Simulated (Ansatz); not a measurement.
## Decaying states in the gap of TeH3Cl

Aim: relax a made-up compound, TeH3Cl, and see how good a tunnel barrier it would be. It is built by putting Te for O in the H3ClO structure of space group R3m, with the volume rescaled by atomic radii. The parent structure comes from the Materials Project.

Calculated with Ansatz 0.2.0; r2SCAN DFT, plane waves, PAW files, in the first sound run; inputs show where later runs differ.

The structure was built from a prototype and need not be the compound's stable phase.

**1. The starting structure**

The structure is trigonal, space group R3m (No. 160). The conventional cell has a = 5.659 Å, b = 5.659 Å, c = 10.460 Å, α = 90.00°, β = 90.00°, γ = 120.00°. Nearest to H lie 1 Te at 1.20 Å. Nearest to Cl lie 3 H at 2.27 Å. Nearest to Te lie 3 H at 1.20 Å. It derives from H3ClO. Te for O in the H3ClO structure of space group R3m. Farther neighbours and most contacts between anions are not listed.

**2. Cell and atoms at rest**

The substituted atoms don't fit the parent's cell, so cell and atoms relax together. A small smearing keeps the run stable in case the gap closes on the way.

input.yaml

```yaml
crystal:
  lattice:
    - [2.8294404427, 1.6335782013, 3.4866452294]
    - [-2.8294404427, 1.6335782013, 3.4866452294]
    - [0.0, -3.2671564026, 3.4866452294]
  atoms:
    - { symbol: H, position: [0.64720219, 0.29918739, 0.29918739] }
    - { symbol: H, position: [0.29918739, 0.29918739, 0.64720219] }
    - { symbol: H, position: [0.29918739, 0.64720219, 0.29918739] }
    - { symbol: Cl, position: [0.00642696, 0.00642696, 0.00642696] }
    - { symbol: Te, position: [0.45199506, 0.45199506, 0.45199506] }
kpoints:
  mp_grid: { grid: [6, 6, 6] }
scf:
  occupations: { method: gaussian, width: 0.03 }
hamiltonian:
  xc: r2scan
output:
  forces: true
  stress: true
relax:
  f_tol: 0.02
  max_steps: 60
  cell: {}
```

The run is started by

```console
$ ansatz run input.yaml --threads 2 --pin off --max-ram 4096MiB --backend cpu --events-out ev --progress --plain --runs-dir out
```

Numbers of over 12 decimals in the logs are rounded to 6 here.

Output:

```text
Engine: ansatz 0.2.0, aarch64-unknown-linux-gnu
Pseudopotentials: kind: paw
Pseudopotential: H, paw, valence charge 1, recommended cutoff 500 eV (meta_gga), H.paw.azcp
Pseudopotential: Cl, paw, valence charge 7, recommended cutoff 500 eV (meta_gga), Cl.paw.azcp
Pseudopotential: Te, paw, valence charge 16, recommended cutoff 500 eV (meta_gga), Te.paw.azcp
Functional definition: r2SCAN
  parameter k0 = 0.174
  parameter k1 = 0.065
  parameter a1 = 4.9479
  exchange = r2scan_x(k0 = k0, k1 = k1, a1 = a1)
  correlation = r2scan_c
Crystal: 5 atoms, lattice volume = 96.694 Å³
Basis set: ecut = 500 eV, 2443 PW (Γ), exchange–correlation on 144×144×144 points (64 copies of the dense FFT grid, shifted against one another)
Bands: 18, of which v1, the nominal top of the filled ones, is band 13 counted from 1 (12 counted from 0)
Symmetry: 6 space group operations
Space group: R3m (ITA 160), of the structure as read, at distance tolerance 4.6e-5 Å
k-points: 32 of 216 (time reversal used)
Non-local potential: H, projectors of the file, l = 0: 2, l = 1: 1
Non-local potential: Cl, projectors of the file, l = 0: 2, l = 1: 2, l = 2: 2
Non-local potential: Te, projectors of the file, l = 0: 2, l = 1: 2, l = 2: 2, l = 3: 2
PAW form: soft (Blöchl's): semilocal exchange-correlation on the pseudo side does not see the compensation charge
PAW frozen core: Cl, regenerated for the run's functional (the file was generated under x = pbe(κ = 0.804, μ = 0.219515), c = pbe(β = 0.066725))
PAW frozen core: Te, regenerated for the run's functional (the file was generated under x = pbe(κ = 0.804, μ = 0.219515), c = pbe(β = 0.066725))
PAW one-centre angular grid: H, 302 points (default); XC on 160 Gauss nodes
PAW one-centre angular grid: Cl, 302 points (default); XC on 160 Gauss nodes
PAW one-centre angular grid: Te, 590 points (default); XC on 160 Gauss nodes
Initial density: superposition of atomic densities (neutral atoms: chi_scale 0, normalization atom), corrected by the library's trained network
Initial wavefunctions: pseudopotential atomic-orbital guess
Functional: x = r2scan, c = r2scan; τ floored in thin density (d = 2e-4 eV/Å³)
SCF iter   1: F=—  HF=-8114.213125 eV  |F-HF|=—  |Δ(HF+E_count)|=         —  Δρ=5.92e-3  dr2=4.06e-2  dr2_τ=1.20e-1  ethr=1.77e-3  ⟨swp⟩=6.7  Hψ=3480  notcnv=0
preconditioner: auto → none  [insulator: Δε(μ)=5.576 eV  Ē_g=13.140 eV  σ=0.030 eV  W_gap=1.00  n_scr=14 (ndim 8)  ℏωp=15.1 eV  f_vac=0.197  D(μ)=0.00/eV (n_scr^D=0)  ε∞_Penn≈2.3]
SCF iter   2: F=—  HF=-8114.093969 eV  |F-HF|=—  |Δ(HF+E_count)|=   1.19e-1  Δρ=2.66e-3  dr2=6.05e-3  dr2_τ=3.56e-4  ethr=1.56e-4  ⟨swp⟩=3.0  Hψ=1504  notcnv=0  defer=32
SCF iter   3: F=—  HF=-8114.101864 eV  |F-HF|=—  |Δ(HF+E_count)|=   7.90e-3  Δρ=7.06e-4  dr2=3.99e-4  dr2_τ=5.10e-5  ethr=2.33e-5  ⟨swp⟩=2.0  Hψ=928  notcnv=0
automatic band count: iteration 3 solves 17 bands in place of 18: the levels show a gap, and the empty bands left out lie too high to hold charge; the band table lists the bands solved (type scf.n_extra_bands for more)
SCF iter   4: F=—  HF=-8114.103038 eV  |F-HF|=—  |Δ(HF+E_count)|=   1.17e-3  Δρ=1.83e-4  dr2=2.72e-5  dr2_τ=3.75e-6  ethr=1.53e-6  ⟨swp⟩=2.0  Hψ=1026  notcnv=0
SCF iter   5: F=—  HF=-8114.103077 eV  |F-HF|=—  |Δ(HF+E_count)|=   3.92e-5  Δρ=5.36e-5  dr2=1.74e-6  dr2_τ=1.93e-7  ethr=1.05e-7  ⟨swp⟩=3.0  Hψ=960  notcnv=0
SCF iter   6: F=—  HF=-8114.103081 eV  |F-HF|=—  |Δ(HF+E_count)|=   3.51e-6  Δρ=1.06e-5  dr2=1.20e-7  dr2_τ=1.13e-8  ethr=6.68e-9  ⟨swp⟩=2.0  Hψ=800  notcnv=0
SCF iter   7: F=-8114.103081 eV  HF=-8114.103081 eV  |F-HF|=2.21e-9  |Δ(HF+E_count)|=   5.22e-8  Δρ=3.23e-6  dr2=7.98e-9  dr2_τ=1.10e-9  ethr=3.85e-10  ⟨swp⟩=5.0  Hψ=2029  notcnv=0
SCF 1 converged in 7 iterations: F = -8114.103081 eV  dr2 = 7.98e-9
  greatest PAW one-centre occupation: 1.001 electrons in one spin orbital (limit 2), on the Te atom at site 4 (counted from 0), in its partial waves of l = 2
relax step   1: F+E_penalty+E_count = -8114.10308076 eV  Δ(F+E_penalty+E_count) = +0.000e0 eV  max|allowed force component| = 2.412e1 eV/Å  Δτ_max = 0.0000 Å  P = +47.772 GPa  Ω = 96.694 Å³  (7 SCF iters, dr2 threshold 1.00e-7 eV, accepted)
Crystal: 5 atoms, lattice volume = 100.686 Å³
Basis set: ecut = 500 eV, 2557 PW (Γ), exchange–correlation on 144×144×144 points (64 copies of the dense FFT grid, shifted against one another)
Initial density: handed on by an earlier stage of this run
Initial wavefunctions: those handed on with the density
iter 1 solved again at ethr=2.15e-3 eV; its pass at ethr=3.10e-3 eV (dr2=5.58e-1 eV) is discarded
SCF iter   1: F=—  HF=-8124.418637 eV  |F-HF|=—  |Δ(HF+E_count)|=         —  Δρ=3.10e-2  dr2=5.64e-1  dr2_τ=4.28e-1  ethr=2.15e-3  ⟨swp⟩=1.0  Hψ=4094  notcnv=0
automatic band count: iteration 1 solves 16 bands in place of 18: the levels show a gap, and the empty bands left out lie too high to hold charge; the band table lists the bands solved (type scf.n_extra_bands for more)
preconditioner: auto → none  [insulator: Δε(μ)=4.924 eV  Ē_g=11.160 eV  σ=0.030 eV  W_gap=1.00  n_scr=14 (ndim 8)  ℏωp=14.8 eV  f_vac=0.216  D(μ)=0.00/eV (n_scr^D=0)  ε∞_Penn≈2.8]
SCF iter   2: F=—  HF=-8124.601580 eV  |F-HF|=—  |Δ(HF+E_count)|=   1.83e-1  Δρ=1.45e-2  dr2=8.38e-2  dr2_τ=6.77e-3  ethr=2.15e-3  ⟨swp⟩=3.6  Hψ=1087  notcnv=0
SCF iter   3: F=—  HF=-8124.628807 eV  |F-HF|=—  |Δ(HF+E_count)|=   2.72e-2  Δρ=4.80e-3  dr2=9.22e-3  dr2_τ=1.00e-3  ethr=3.22e-4  ⟨swp⟩=3.6  Hψ=1167  notcnv=0
SCF iter   4: F=—  HF=-8124.633793 eV  |F-HF|=—  |Δ(HF+E_count)|=   4.99e-3  Δρ=4.83e-4  dr2=1.42e-4  dr2_τ=9.24e-6  ethr=3.55e-5  ⟨swp⟩=3.0  Hψ=1023  notcnv=0
SCF iter   5: F=—  HF=-8124.633839 eV  |F-HF|=—  |Δ(HF+E_count)|=   4.65e-5  Δρ=1.04e-4  dr2=1.01e-5  dr2_τ=4.64e-7  ethr=5.48e-7  ⟨swp⟩=2.9  Hψ=946  notcnv=0
SCF iter   6: F=—  HF=-8124.633841 eV  |F-HF|=—  |Δ(HF+E_count)|=   2.01e-6  Δρ=3.31e-5  dr2=1.45e-6  dr2_τ=1.30e-7  ethr=3.87e-8  ⟨swp⟩=2.0  Hψ=864  notcnv=0
SCF iter   7: F=-8124.633841 eV  HF=-8124.633841 eV  |F-HF|=2.46e-8  |Δ(HF+E_count)|=   1.23e-7  Δρ=1.25e-5  dr2=1.54e-7  dr2_τ=1.15e-8  ethr=1.92e-9  ⟨swp⟩=5.7  Hψ=1955  notcnv=0
SCF 2 converged in 7 iterations: F = -8124.633841 eV  dr2 = 1.54e-7
  greatest PAW one-centre occupation: 0.997 electrons in one spin orbital (limit 2), on the Te atom at site 4 (counted from 0), in its partial waves of l = 2
[...]
SCF iter   3: F=—  HF=-8126.095678 eV  |F-HF|=—  |Δ(HF+E_count)|=   9.29e-3  Δρ=1.71e-3  dr2=2.25e-3  dr2_τ=1.45e-4  ethr=8.74e-5  ⟨swp⟩=2.4  Hψ=822  notcnv=0
SCF iter   4: F=—  HF=-8126.096848 eV  |F-HF|=—  |Δ(HF+E_count)|=   1.17e-3  Δρ=4.02e-4  dr2=1.64e-4  dr2_τ=7.20e-6  ethr=8.64e-6  ⟨swp⟩=2.0  Hψ=845  notcnv=0
SCF iter   5: F=—  HF=-8126.096937 eV  |F-HF|=—  |Δ(HF+E_count)|=   8.90e-5  Δρ=1.48e-4  dr2=2.55e-5  dr2_τ=1.40e-6  ethr=6.32e-7  ⟨swp⟩=2.8  Hψ=981  notcnv=0
SCF iter   6: F=—  HF=-8126.096951 eV  |F-HF|=—  |Δ(HF+E_count)|=   1.39e-5  Δρ=2.68e-5  dr2=9.69e-7  dr2_τ=8.93e-8  ethr=9.80e-8  ⟨swp⟩=2.8  Hψ=896  notcnv=0
SCF iter   7: F=-8126.096951 eV  HF=-8126.096951 eV  |F-HF|=7.07e-8  |Δ(HF+E_count)|=   6.03e-7  Δρ=7.36e-6  dr2=6.80e-8  dr2_τ=2.42e-9  ethr=1.92e-9  ⟨swp⟩=5.4  Hψ=2040  notcnv=0
SCF 3 converged in 7 iterations: F = -8126.096951 eV  dr2 = 6.80e-8
relax step   3: F+E_penalty+E_count = -8126.09695128 eV  Δ(F+E_penalty+E_count) = -1.463e0 eV  max|allowed force component| = 3.252e0 eV/Å  Δτ_max = 0.1947 Å  P = +4.824 GPa  Ω = 102.905 Å³  energy of the carried Pulay correction = -1.829e-3 eV  (7 SCF iters, dr2 threshold 5.00e-7 eV, accepted)
[...]
relax step   4: F+E_penalty+E_count = -8126.36111325 eV  Δ(F+E_penalty+E_count) = -2.642e-1 eV  max|allowed force component| = 8.599e-1 eV/Å  Δτ_max = 0.1955 Å  P = -0.667 GPa  Ω = 102.297 Å³  energy of the carried Pulay correction = -1.655e-3 eV  (7 SCF iters, dr2 threshold 5.00e-7 eV, accepted)
[...]
relax step   5: F+E_penalty+E_count = -8126.50803981 eV  Δ(F+E_penalty+E_count) = -1.469e-1 eV  max|allowed force component| = 1.552e-1 eV/Å  Δτ_max = 0.1724 Å  P = -1.080 GPa  Ω = 100.949 Å³  energy of the carried Pulay correction = -1.266e-3 eV  (7 SCF iters, dr2 threshold 5.00e-7 eV, accepted)
[...]
relax step   6: F+E_penalty+E_count = -8126.54589286 eV  Δ(F+E_penalty+E_count) = -3.785e-2 eV  max|allowed force component| = 1.511e-1 eV/Å  Δτ_max = 0.1134 Å  P = -0.934 GPa  Ω = 95.977 Å³  energy of the carried Pulay correction = +2.188e-4 eV  (6 SCF iters, dr2 threshold 5.00e-7 eV, accepted)
[...]
relax step   7: F+E_penalty+E_count = -8126.58254807 eV  Δ(F+E_penalty+E_count) = -3.666e-2 eV  max|allowed force component| = 1.400e-1 eV/Å  Δτ_max = 0.1969 Å  P = +0.221 GPa  Ω = 86.807 Å³  energy of the carried Pulay correction = +3.168e-3 eV  (7 SCF iters, dr2 threshold 5.00e-7 eV, accepted)
[...]
relax step   8: F+E_penalty+E_count = -8126.59405578 eV  Δ(F+E_penalty+E_count) = -1.151e-2 eV  max|allowed force component| = 1.631e-1 eV/Å  Δτ_max = 0.0992 Å  P = -0.111 GPa  Ω = 87.346 Å³  energy of the carried Pulay correction = +2.986e-3 eV  (6 SCF iters, dr2 threshold 5.00e-7 eV, accepted)
[...]
relax step   9: F+E_penalty+E_count = -8126.59582951 eV  Δ(F+E_penalty+E_count) = -1.774e-3 eV  max|allowed force component| = 9.803e-3 eV/Å  Δτ_max = 0.0157 Å  P = +0.006 GPa  Ω = 88.626 Å³  energy of the carried Pulay correction = +2.560e-3 eV  (5 SCF iters, dr2 threshold 5.00e-7 eV, accepted)
Initial wavefunctions: pseudopotential atomic-orbital guess (no wavefunctions were taken with the density)
iter 1 solved again at ethr=7.88e-7 eV; its pass at ethr=3.10e-3 eV (dr2=2.05e-4 eV) is discarded
SCF iter   1: F=—  HF=-8126.594940 eV  |F-HF|=—  |Δ(HF+E_count)|=         —  Δρ=7.47e-5  dr2=4.76e-7  dr2_τ=2.33e-6  ethr=7.88e-7  ⟨swp⟩=2.6  Hψ=4828  notcnv=0
eigensolver tolerance schedule: the retry pair's looser diagonalisation over-reported the residual by 428.91 of it (diagonalisation noise at 0.12 of the residual, at the tolerance the schedule requests for it); recorded, not acted on — ethr = c·dr2/N_el stays at c = 1.0e-1
preconditioner: auto → none  [insulator: Δε(μ)=4.269 eV  Ē_g=11.494 eV  σ=0.030 eV  W_gap=1.00  n_scr=14 (ndim 8)  ℏωp=15.8 eV  f_vac=0.076  D(μ)=0.00/eV (n_scr^D=0)  ε∞_Penn≈2.9]
SCF iter   2: F=—  HF=-8126.594945 eV  |F-HF|=—  |Δ(HF+E_count)|=   4.66e-6  Δρ=3.86e-5  dr2=1.31e-7  dr2_τ=1.85e-7  ethr=1.83e-9  ⟨swp⟩=3.0  Hψ=1116  notcnv=0
SCF iter   3: F=—  HF=-8126.594946 eV  |F-HF|=—  |Δ(HF+E_count)|=   1.33e-6  Δρ=8.13e-6  dr2=6.37e-8  dr2_τ=8.13e-9  ethr=5.03e-10  ⟨swp⟩=2.7  Hψ=954  notcnv=0
SCF iter   4: F=—  HF=-8126.594946 eV  |F-HF|=—  |Δ(HF+E_count)|=   1.13e-8  Δρ=1.28e-6  dr2=1.04e-9  dr2_τ=1.40e-10  ethr=2.45e-10  ⟨swp⟩=2.1  Hψ=843  notcnv=0
SCF iter   5: F=—  HF=-8126.594946 eV  |F-HF|=—  |Δ(HF+E_count)|=  8.66e-10  Δρ=4.75e-7  dr2=1.25e-10  dr2_τ=1.38e-11  ethr=3.99e-12  ⟨swp⟩=2.6  Hψ=964  notcnv=0
SCF iter   6: F=-8126.594946 eV  HF=-8126.594946 eV  |F-HF|=4.55e-12  |Δ(HF+E_count)|=  1.97e-10  Δρ=1.05e-7  dr2=7.11e-12  dr2_τ=9.74e-13  ethr=1.00e-12  ⟨swp⟩=5.4  Hψ=2004  notcnv=0
SCF 10 converged in 6 iterations: F = -8126.594946 eV  dr2 = 7.11e-12
relax step  10: F+E_penalty+E_count = -8126.59494590 eV  Δ(F+E_penalty+E_count) = +8.836e-4 eV  max|allowed force component| = 9.936e-3 eV/Å  Δτ_max = 0.0000 Å  P = -0.032 GPa  Ω = 88.626 Å³  stress off target by 4.19e-2 GPa  SCF on the basis re-selected at this cell (its energy is not comparable with the rows above)  (6 SCF iters)
basis re-selected at this cell: Δ(F+E_penalty+E_count) = +8.836e-4 eV, ΔP = -0.038 GPa vs the last step (what re-selecting the basis moved, of the pressure what is left beyond the Pulay correction that the steps carried, after the strain that the cell walked since its last selection, with what the two solves' SCF thresholds leave and, on support functions, any second-order correction that the steps lacked; it is no m [...]
SCF converged after 6 iterations
Free energy (F): -8126.594946 eV
Harris-Foulkes:  -8126.594946 eV  (|F-HF|=4.55e-12)
Internal energy: -8126.594946 eV  (E = F + TS)
E sigma→0 (E₀):  -8126.594946 eV
Fermi energy:    3.842541 eV
--- Per-component energies (eV) ---
  E_band       = -405.279702
  E_kinetic    = 377.616981
  E_local      = -1993.454708  (includes V_loc(G=0)·N_el)
  E_nonlocal   = -277.320362
  E_hartree    = 1071.420741
  E_xc         = -244.342208
  E_vxc        = -281.683688  (∫ρ·V_xc dr)
  E_paw        = -5354.778495  (= ΣΔE_a)
  E_vpaw       = -389.104392  (= ΣTr[D̂ρ^β])
  E_aug_tail   = -0.001155  (compensation charges beyond the density's cutoff)
  E_vtau       = 15.826192  (kinetic-family band-sum trace: ∫τ·v_τ [+ j·A + Jᵃ·Aᵃ] dr)
  E_ewald      = -1705.884188
  E_core_change = 0.148449  (= ΣΔE_core)
  E_smearing   = -0.000000  (= −TS)
  E_closure    = 0.000000  (closes the sum)
  Σ components = -8126.594946   (vs F -8126.594946, Δ=0.00e0)
--- Forces (eV/Å), atoms counted from 1 ---
  atom   1  H      0.00860507     0.00496814    -0.00356680
  atom   2  H     -0.00000000    -0.00993628    -0.00356680
  atom   3  H     -0.00860507     0.00496814    -0.00356680
  atom   4  Cl    -0.00000000    -0.00000000     0.00272909
  atom   5  Te     0.00000000     0.00000000     0.00797336
  max |Σ_I F_I| component: 2.06e-6 eV/Å
--- Stress (GPa, compression-positive) ---
       -0.026363      -0.000000      -0.000000
       -0.000000      -0.026363       0.000000
       -0.000000       0.000000      -0.041872
  P = ⅓ Tr σ = -0.0315 GPa (-0.315 kbar)
--- Relaxed structure (9 steps of the walk, 9 accepted, 1 SCFs on fresh bases) ---
  F+E_penalty+E_count = -8126.59494590 eV   max|allowed force component| = 9.936e-3 eV/Å   (the final SCF, on the basis selected at the relaxed cell)
  cell:  # Å, volume = 88.6255 Å³
    - [2.770108, 1.599322, 3.334071]
    - [-2.770108, 1.599322, 3.334071]
    - [-3.331149990800874e-17, -3.198645, 3.334071]
  atoms:
    - { symbol: H, position: [0.708547, 0.274144, 0.274144] }
    - { symbol: H, position: [0.274144, 0.274144, 0.708547] }
    - { symbol: H, position: [0.274144, 0.708547, 0.274144] }
    - { symbol: Cl, position: [-0.067457, -0.067457, -0.067457] }
    - { symbol: Te, position: [0.514622, 0.514622, 0.514622] }
```

Run time: 50 s. Hardware: 2 threads of Arm Neoverse V2, shared host; peak memory 0.53 GiB.

The steps of the relaxation:

| step | energy less that of the first step (eV) | largest force component (eV/Å) | pressure (GPa) | volume (Å³) |
| --- | --- | --- | --- | --- |
| 1 | 0.0000 | 24.1226 | 47.77 | 96.69 |
| 2 | -10.5308 | 7.7398 | 12.90 | 100.69 |
| 3 | -11.9939 | 3.2521 | 4.82 | 102.91 |
| 4 | -12.2580 | 0.8599 | -0.67 | 102.30 |
| 5 | -12.4050 | 0.1552 | -1.08 | 100.95 |
| 6 | -12.4428 | 0.1511 | -0.93 | 95.98 |
| 7 | -12.4795 | 0.1400 | 0.22 | 86.81 |
| 8 | -12.4910 | 0.1631 | -0.11 | 87.35 |
| 9 | -12.4927 | 0.0098 | 0.01 | 88.63 |
| 10* | -12.4919 | 0.0099 | -0.03 | 88.63 |

Relaxation steps marked * repeat the geometry before them on a plane-wave basis chosen anew for their cell, so energy and pressure can jump there.

Forces are held to the 6 operations that the run works with; a distortion that breaks them can't arise in this run.

| conventional cell, symmetrised | before | after | change |
| --- | --- | --- | --- |
| a (Å) | 5.659 | 5.540 | -2.1 % |
| b (Å) | 5.659 | 5.540 | -2.1 % |
| c (Å) | 10.460 | 10.002 | -4.4 % |
| volume (Å³/atom) | 19.34 | 17.73 | -8.3 % |

The atoms that moved most (Å, as changes of fractional coordinates times the final cell):

| atom | dx | dy | dz | length |
| --- | --- | --- | --- | --- |
| Cl4 | 0.000 | 0.000 | -0.739 | 0.739 |
| Te5 | 0.000 | 0.000 | 0.626 | 0.626 |
| H2 | 0.000 | -0.276 | 0.038 | 0.279 |
| H1 | 0.239 | 0.138 | 0.038 | 0.279 |
| H3 | -0.239 | 0.138 | 0.038 | 0.279 |

The relaxed structure:

```xyz
5
Lattice="2.7701 1.5993 3.3341 -2.7701 1.5993 3.3341 0.0000 -3.1986 3.3341" Properties=species:S:1:pos:R:3 pbc="T T T"
H     1.2033    0.6948    4.1904
H     0.0000   -1.3895    4.1904
H    -1.2033    0.6948    4.1904
Cl    0.0000    0.0000   -0.6747
Te    0.0000    0.0000    5.1474
```

This step gave:

* free energy: -8126.5949 eV
* Fermi energy: 3.843 eV
* pressure: -0.03153 GPa

The largest force component on a free atom ends at 0.0099 eV/Å.

**3. The bulk crystal and its band edges**

The energy window and the wavevectors of the next steps follow from the band edges, so these are searched first, off the mesh as well.

input.yaml

```yaml
crystal:
  lattice:
    - [2.7701076609, 1.5993224037, 3.3340708013]
    - [-2.7701076609, 1.5993224037, 3.3340708013]
    - [0.0, -3.1986448074, 3.3340708013]
  atoms:
    - { symbol: H, position: [0.7085469852, 0.2741435401, 0.2741435401] }
    - { symbol: H, position: [0.2741435401, 0.2741435401, 0.7085469852] }
    - { symbol: H, position: [0.2741435401, 0.7085469852, 0.2741435401] }
    - { symbol: Cl, position: [-0.0674574357, -0.0674574357, -0.0674574357] }
    - { symbol: Te, position: [0.5146223603, 0.5146223603, 0.5146223603] }
kpoints:
  mp_grid: { grid: [6, 6, 6] }
  band_path: { path: [VBM, CBM], npoints: 30 }
scf:
  occupations: { method: fixed }
hamiltonian:
  xc: r2scan
output:
  eigenvalues: true
  write_potential: true
  write_density: true
  volumetric_format: npy
```

Output:

```text
[...]
Crystal: 5 atoms, lattice volume = 88.626 Å³
Basis set: ecut = 500 eV, 2257 PW (Γ), exchange–correlation on 144×144×144 points (64 copies of the dense FFT grid, shifted against one another)
Bands: 18, of which v1, the nominal top of the filled ones, is band 13 counted from 1 (12 counted from 0)
Symmetry: 6 space group operations
[...]
k-points: 32 of 216 (time reversal used)
[...]
SCF iter   1: F=—  HF=-8126.650571 eV  |F-HF|=—  |Δ(HF+E_count)|=         —  Δρ=5.52e-3  dr2=6.27e-2  dr2_τ=1.07e-2  ethr=1.77e-3  ⟨swp⟩=5.0  Hψ=2724  notcnv=0  defer=91
[...]
SCF iter   7: F=-8126.594946 eV  HF=-8126.594946 eV  |F-HF|=5.87e-9  |Δ(HF+E_count)|=   2.85e-7  Δρ=3.19e-6  dr2=6.03e-9  dr2_τ=6.21e-10  ethr=3.85e-10  ⟨swp⟩=10.0  Hψ=2874  notcnv=0
SCF 1 converged in 7 iterations: F = -8126.594946 eV  dr2 = 6.03e-9
[...]
NSCF: frozen V_eff on 32 k-points
[...]
SCF converged after 7 iterations
Free energy (F): -8126.594946 eV
[...]
Internal energy: -8126.594946 eV  (E = F + TS)
E sigma→0 (E₀):  -8126.594946 eV
Fermi energy:    1.708255 eV
[...]
--- Band table (eV; the first three rows and the last of 32) ---
  k-point 0: bands = [... 9 lower, -0.5188, 1.2088, 1.2416, 1.2416, 6.3738, 6.3738, 6.4729, 8.4882, ... 1 higher]
  k-point 1: bands = [... 9 lower, -0.5484, 0.8817, 0.9884, 1.2256, 6.5474, 6.5990, 7.0492, 8.8106, ... 1 higher]
  k-point 2: bands = [... 9 lower, -0.5653, 0.4937, 0.5598, 0.9185, 7.0764, 7.1277, 7.9570, 9.5752, ... 1 higher]
  k-point 31: bands = [... 9 lower, -1.7991, 0.0086, 0.0086, 0.8942, 7.5714, 7.5714, 7.8607, 10.6270, ... 1 higher]
```

Wall time 15 s (2 threads); peak memory 0.47 GiB; 30 s of CPU time.

Reading the cycles: dr2 is the Hartree energy of the density residual (eV), the measure of convergence; HF is the Harris–Foulkes estimate of the energy, which meets the free energy F at convergence.

Numbers from this step:

- Fermi energy: 1.708 eV
- gap on the k-mesh: 4.269 eV
- gap on path: 4.269 eV, by band count; negative where bands overlap
- direct gap on path: 4.269 eV
- edge places on path: 0, 0 1/A along the path

Levels at VBM (eV): -4.78, -4.78, -3.11, -0.60, -0.26, 0.00, 4.27, 4.91, 6.20, 7.10.

The searched edges give 4.27 eV, as on the mesh.

(Continued in part 2 of 3.)

[Logs are printed without paths, hosts, clocks, repeated set-up lines and the standing remarks that a program may print on its own settings, such as how far it seeks lower states.]

[Hosts, paths, dates, database ids (printed as entryN), source tags and the programs' standing remarks are cut or masked in the printed files.]
